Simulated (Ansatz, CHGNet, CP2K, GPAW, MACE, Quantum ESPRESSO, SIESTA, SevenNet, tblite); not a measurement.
# Running H11C3IN2 (P2_1/c) (68 atoms) with GPAW, part 2 of 2

Aim: run H11C3IN2 (P2_1/c) (68 atoms) in GPAW and see how near its forces come to a plane-wave reference, and at what cost.

Program: GPAW 26.7.0; the method stands at each step. Banners, paths, timers and routine set-up lines are dropped from the logs unmarked, and long logs keep their key lines alone; longer cuts are marked.

So far. Step 3 (PBE, LCAO dzp, h 0.18 Å, other mixer settings): Against the first run (25 %), the force difference from the reference is 25 %, at 1.7 times the CPU time (on 2 against 1 cores) (16 SCF steps against 9): another solver or mixer reaches the same state. Step 4 (PBE, LCAO szp(dzp), h 0.18 Å): Against the first run (25 %), the force difference from the reference is 109 %, at 0.80 times the CPU time, with 392 basis functions against 532: the smaller basis costs accuracy.

## Step 5: PBE, LCAO sz(dzp), h 0.18 Å

Method: Kohn-Sham DFT, PBE, PAW, atomic orbitals (sz(dzp)).

run.py

```python
import numpy as np
from ase.io import read
from gpaw import GPAW, FermiDirac

atoms = read("structure.xyz")
atoms.calc = GPAW(
    mode="lcao",
    basis="sz(dzp)",
    h=0.18,
    xc="PBE",
    kpts={"size": (1, 1, 1), "gamma": True},
    occupations=FermiDirac(0.05),
    maxiter=200,
    symmetry={"point_group": False},
    txt="gpaw.txt",
)
energy = atoms.get_potential_energy(force_consistent=True)
forces = atoms.get_forces()
print(f"energy {energy:.6f} eV")
print("forces (eV/A)")
for i, (a, f) in enumerate(zip(atoms, forces)):
    print(f"{i:4d} {a.symbol:2s} {f[0]:10.5f} {f[1]:10.5f} {f[2]:10.5f}")
print(f"Fermi level {atoms.calc.get_fermi_level():.4f} eV")
for k in range(len(atoms.calc.get_ibz_k_points())):
    for s in range(atoms.calc.get_number_of_spins()):
        e = atoms.calc.get_eigenvalues(kpt=k, spin=s)
        n = np.searchsorted(e, atoms.calc.get_fermi_level())
        print(f"k {k} spin {s} levels about the Fermi level:", np.round(e[max(n - 6, 0):n], 4).tolist(), "|", np.round(e[n:n + 6], 4).tolist())
```

structure.xyz

```xyz
68
Lattice="5.01520 0.00000 0.00000 0.00000 10.14700 0.00000 -3.40914 0.00000 14.09395" Properties=species:S:1:pos:R:3 pbc="T T T"
[... 68 atom lines left out: the same atoms as in the first run ...]
```

Run with:

```sh
$ OMP_NUM_THREADS=1 python run.py > output.txt
```

The program printed:

```text
energy -274.751070 eV
forces (eV/A)
   0 H     2.31404    0.75864   -6.47509
   1 H    -2.50449    0.81664    7.00443
   2 H    -3.19668   -0.56851    9.15568
   3 H     1.35592   -0.67909   -5.02613
   4 H    -4.30204    5.50812    1.56744
   5 H     4.50951    5.64167   -1.45844
   6 H     4.78767   -6.14581   -1.52491
   7 H    -4.45057   -5.87796    1.56714
   8 H     2.81057   -0.00891    2.91932
   9 H    -3.61304    0.04230   -3.40013
  10 H    -4.51771    0.17180   -4.46980
  11 H     1.96838   -0.05192    2.26794
[...]
63 N     2.67253    4.17813    0.77210
  64 N     2.79901    7.47719   -4.94152
  65 N     2.91529    4.12364    6.49579
  66 N     2.52347   -1.03315    4.94252
  67 N    -4.21540   -1.96996   -5.64519
Fermi level 3.1263 eV
k 0 spin 0 levels about the Fermi level: [1.4577, 1.4946, 1.644, 1.676, 1.7074, 1.7313] | [5.7267, 6.7381, 6.7917, 6.9477, 7.1501, 7.2882]
```

gpaw.txt:

```text
Input parameters:
  mode=LCAO(),
  basis={'default': 'sz(dzp)'},
  h=0.18,
  kpts=MonkhorstPack(size=(1, 1, 1), gamma=True),
  maxiter=200,
  occupations=Occupations(name='fermi-dirac', width=0.05, fixmagmom=False),
  symmetry=Symmetry(point_group=False),
  xc=XC(name='PBE')
[... lines left out ...]
  Fermi-Dirac:
[... lines left out ...]
convergence criteria:
- Maximum [total energy] change in last 3 cyles: 0.0005 eV / valence electron
[... lines left out ...]
Converged in 9 steps
[... lines left out ...]
  Free energy:    -274.751070
[... lines left out ...]
Fermi level: 3.126
[... lines left out ...]
|          0 |       -20.966 |     2.000 |
|        ... |               |           |
|         72 |         1.343 |     2.000 |
|         73 |         1.365 |     2.000 |
[...]
|         87 |         7.538 |     0.000 |
|        ... |               |           |
|         99 |         9.606 |     0.000 |
Gap: 3.995 eV
Transition (v -> c):
  (s=0, k=0, n=79, [0.00, 0.00, 0.00]) -> (s=0, k=0, n=80, [0.00, 0.00, 0.00])
No difference between direct/indirect transitions
Force computation time: 1.473  # s
timing:  # [seconds]
  Total:  15.070  # ━━━━━━━━━━━━━━━━━━━━━━━━━━━━━━━━━━━━━━━━━━━━━━━━━━━━━━━━━
  Init:    3.775  # ━━━━━━━━━━━━━━╸
  SCF:     9.799  # ━━━━━━━━━━━━━━━━━━━━━━━━━━━━━━━━━━━━━
  Forces:  1.473  # ━━━━━╸
```

The job ended after 16 s (1 thread of Arm Neoverse V2, shared host; peak memory 0.58 GiB).

Numbers from this run, and their distance from the reference:

| Quantity | Value |
| --- | --- |
| r.m.s. force component | 3.095 eV/Å |
| r.m.s. difference of force components | 2133 meV/Å |
| longest difference of force vectors | 5800 meV/Å |
| force difference over r.m.s. force | 154.2 % |
| slope of forces against the reference's | 1.814 |
| correlation of force components | 0.8107 |
| gap (highest filled to lowest empty level) | 3.995 eV |
| gap difference | -0.3701 eV |

This is a coarse setting, run to see what it loses.

Against the first run (25 %), the force difference from the reference is 154 %, at 0.45 times the CPU time, with 140 basis functions against 532: the smaller basis costs accuracy.

## Step 6: All runs compared

Differences are against the plane-wave reference, forces as r.m.s. over components; share is that over the reference's r.m.s. force, slope the least-squares factor from reference forces to these. Total energies of different programs have different zeros and aren't compared.

```csv
run,"Δ force, r.m.s. (meV/Å)",share (%),slope,Δ gap (eV),cores,CPU time,memory (GiB)
reference,-,-,-,-,8,15 s,0.79
"GPAW PBE, LCAO dzp, h 0.18 Å",343,24.8,1.150,0.275,1,36 s,0.73
"GPAW PBE, LCAO dzp, h 0.18 Å, other mixer settings",343,24.8,1.150,0.275,2,62 s,0.85
"GPAW PBE, LCAO szp(dzp), h 0.18 Å (coarse)",1501,109,1.515,-0.396,1,29 s,0.71
"GPAW PBE, LCAO sz(dzp), h 0.18 Å (coarse)",2133,154,1.814,-0.370,1,16 s,0.58
```

Rows marked coarse were listed beforehand as settings not expected to be converged; some can still land near the reference.

CPU time is summed over cores on a shared host, where runs went side by side, so it is rough. Symmetry, cutoffs, thresholds, outputs and thread counts weren't matched or tuned between programs; memory under MPI is the largest rank's times the ranks.

Within one program, basis, potentials and functional, energies share a zero. Each run against its twin at the usual cutoff or grid and solver:

| run | twin | Δ energy (meV/atom) | Δ force, r.m.s. (meV/Å) | CPU time over the twin's |
| --- | --- | --- | --- | --- |
| GPAW PBE, LCAO dzp, h 0.18 Å, other mixer settings | LCAO dzp, h 0.18 Å | 0 | 1.87 | 1.7 (this twin ran on 1 cores) |

A second geometry, displaced anew (every atom was moved at random, 0.04 Å r.m.s. a Cartesian component (hydrogen 0.6 of that)), gives an energy difference that all programs can be tested on. The reference puts it at 14.11 meV/atom.

```
                                               run  energy less the first geometry's (meV/atom)  error (meV/atom)  force share at the second geometry (%)
                      GPAW PBE, LCAO dzp, h 0.18 Å                                        14.07            -0.039                                    21.9
GPAW PBE, LCAO dzp, h 0.18 Å, other mixer settings                                        14.07            -0.039                                    21.9
                 GPAW PBE, LCAO szp(dzp), h 0.18 Å                                        14.29             0.180                                    95.6
                  GPAW PBE, LCAO sz(dzp), h 0.18 Å                                        16.69              2.58                                     136
```

## Step 7: Outcome

```
nearest in forces : a tie at 25 % of 2 runs: GPAW PBE, LCAO dzp, h 0.18 Å; GPAW PBE, LCAO dzp, h 0.18 Å, other mixer settings
```

In words: The PBE runs in local orbitals, coarse settings apart, differ by 25 % in each run; basis, grid and potentials can all enter. Runs with settings chosen to be coarse differ by 109 % (GPAW PBE, LCAO szp(dzp), h 0.18 Å) to 154 % (GPAW PBE, LCAO sz(dzp), h 0.18 Å), their programs' other errors included. None of the electronic-structure runs in the table takes under half the reference's CPU time of 15 s; they take 1.1 to 4.2 times as much. GPAW PBE, LCAO dzp, h 0.18 Å stiffens the forces by a factor of 1.15 while following their directions (correlation 0.986). At the same functional, gaps differ from the reference's 4.37 eV by between -0.40 and +0.27 eV. These are spacings on the run's k-points, which needn't hold the band edges. The energy difference between the two geometries, 14.1 meV/atom in the reference, is met best by GPAW PBE, LCAO dzp, h 0.18 Å (-0.039) and GPAW PBE, LCAO dzp, h 0.18 Å, other mixer settings (-0.039) and worst by GPAW PBE, LCAO sz(dzp), h 0.18 Å (coarse) (+2.58). With short bonds to hydrogen, sets of potentials differ among themselves by several per cent in forces even at converged cutoffs, so the reference isn't exact here either. The potentials hold different valence shells: 200 electrons in the reference, 160 in GPAW; this bears on time and differences. The cell is under 6 Å thick along one periodic direction, so every atom has periodic images of itself close by, which move with it and show among its neighbours and in g(r). The reference's stress is far from hydrostatic: its diagonal is 5.7, 1.5, 4.0 GPa, compression counted positive. The reference's PBE has no dispersion term, which matters for the binding between molecules or layers. The published positions, changed by the recipe (random displacements or longer bonds to H), lie far from the minimum at this level of theory. The reference's pressure of 3.8 GPa belongs to a cell and atoms that aren't relaxed at this level. The electronic-structure runs sample only Γ, in a cell whose shortest periodic width is 5 Å. Spin–orbit coupling is left out, which matters for the levels of the heavy elements.

[Also dropped from logs without a mark: logging warnings of Python, and SIESTA's first energy breakdown and zero terms.]

[Logs are printed without paths, hosts, clocks, repeated set-up lines and the standing remarks that a program may print on its own settings, such as how far it seeks lower states.]

[Hosts, paths, dates, database ids (printed as entryN), source tags and the programs' standing remarks are cut or masked in the printed files.]
